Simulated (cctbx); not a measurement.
# Which space group?

Cell: a = 5.0430 Å, b = 8.1440 Å, c = 4.0710 Å, α = 90.00°, β = 90.00°, γ = 90.00°. Expected content of the cell: Ge2 Ni4 Mn4 Sc2.

Simulated single-crystal data (cctbx): Mo Kα, λ = 0.71073 Å, to d = 0.75 Å, 70 % of the full sphere, strongest reflection 5000 counts, noise from counting, a 1.5 % proportional error and a noise floor of 4 counts (s.d.); no absorption.

A first pass over the reflections prints:

```text
1187 reflections to d = 0.752 A
centring   violations  <I/sigma> of those
    A        260 of   595      5.7
    B        260 of   586      5.8
    C          0 of   575     -0.0
    I        272 of   604      7.0
    R        365 of   784      6.8
    F        260 of   878      3.9
Laue class    unique    Rint  (classes that these axes allow; Friedel mates merged)
C 1 2/m 1         226   0.033
C 2/m 1 1         232   0.034
C m m m           142   0.036
space group    extra absences  I>4sigma  <I/sigma>
C 2 2 2                 0          0         -  acentric
C m m 2                 0          0         -  acentric
C 2 m m                 0          0         -  acentric
C m 2 m                 0          0         -  acentric
C m m m                 0          0         -  centric
Wilson B = 0.47 A^2   <|E^2-1|> = 0.848 (0.968 centric, 0.736 acentric)   E^2>4: 1.4 %
shell (A)         n   <I/sigma>
 4.29 - 1.49     22     31.3
 1.49 - 1.19     19     28.1
 1.19 - 1.05     14     27.4
 1.05 - 0.95     17     26.9
 0.95 - 0.88     19     21.2
 0.88 - 0.83     12     18.7
 0.83 - 0.79     17     17.4
 0.79 - 0.76     22     24.4
```

Q: Read the symmetry from these tables.

The reflections that C centring forbids are absent (⟨I/σ⟩ near 0), so the lattice is C.

Rint stays low (0.033 to 0.036) up to C m m m, the highest class in these axes.

5 settings pass the absence test. No glide or screw absences show, which leaves C 2 2 2, C m m 2, C 2 m m, C m 2 m and C m m m.

⟨|E²−1|⟩ = 0.848 lies between the two ideal values. The Wilson B of 0.47 Å² means U ≈ 0.0060 Å².

The true group is Cmmm (no. 65), Laue class mmm, centrosymmetric. The tables only narrow the choice to the tied entries; cell content, site symmetry and trial solutions must settle it.

This is a model crystal, built by substitution and not relaxed, with assumed displacement parameters.

[Logs are printed without paths, hosts, clocks, repeated set-up lines and the standing remarks that a program may print on its own settings, such as how far it seeks lower states.]
